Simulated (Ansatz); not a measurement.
Planning a run of Ansatz 0.2.0 on NaSrI3 (cubic perovskite) (Pm-3m). The input:

The structure was built from a prototype and need not be the compound's stable phase.

```yaml
crystal:
  lattice:
    - [6.3036929043, 0.0, 0.0]
    - [0.0, 6.3036929043, 0.0]
    - [0.0, 0.0, 6.3036929043]
  atoms:
    - { symbol: Na, position: [0.0, 0.0, 0.0] }
    - { symbol: Sr, position: [0.5, 0.5, 0.5] }
    - { symbol: I, position: [0.5, 0.5, 0.0] }
    - { symbol: I, position: [0.5, 0.0, 0.5] }
    - { symbol: I, position: [0.0, 0.5, 0.5] }
kpoints:
  mp_grid: { grid: [2, 2, 2] }
  band_path:
    path: [[0.0, 0.0, 0.0], [0.0, 0.5, 0.0], [0.5, 0.5, 0.0], [0.5, 0.5, 0.5]]
    npoints: 1
hamiltonian:
  xc: pbe0
scf:
  occupations: { method: fixed }
  n_extra_bands: 5
output:
  eigenvalues: true
  write_density: true
  write_potential: true
  elf: true
  volumetric_format: npy
```

```sh
ansatz run input.yaml --threads 4 --pin off --max-ram 17510MiB --backend cpu --events-out ev --progress --plain --runs-dir out
```

**Question.** Estimate wall time and host memory on 4 threads of Arm Neoverse V1, shared host.

It took 26 s; on shared hardware allow 13 s to 51 s. Peak host memory was 1.7 GiB. The sizes that set the cost: 4945 plane waves a state, 4 irreducible k points and 10 SCF cycles.

Exact exchange couples every pair of k points and filled bands, so it costs far more than a semilocal run.

[Paths, hosts, dates, memory and timing lines, banners, echoed tables and standing remarks are left out of the program output.]

[Logs are printed without paths, hosts, clocks, repeated set-up lines and the standing remarks that a program may print on its own settings, such as how far it seeks lower states.]

[Runs of the session that timed out or met a known fault of the program may be left out.]

[Cells called generated may have been cut or substituted from an entry of the Crystallography Open Database or the Materials Project.]

[Hosts, paths, dates, database ids (printed as entryN), source tags and the programs' standing remarks are cut or masked in the printed files.]
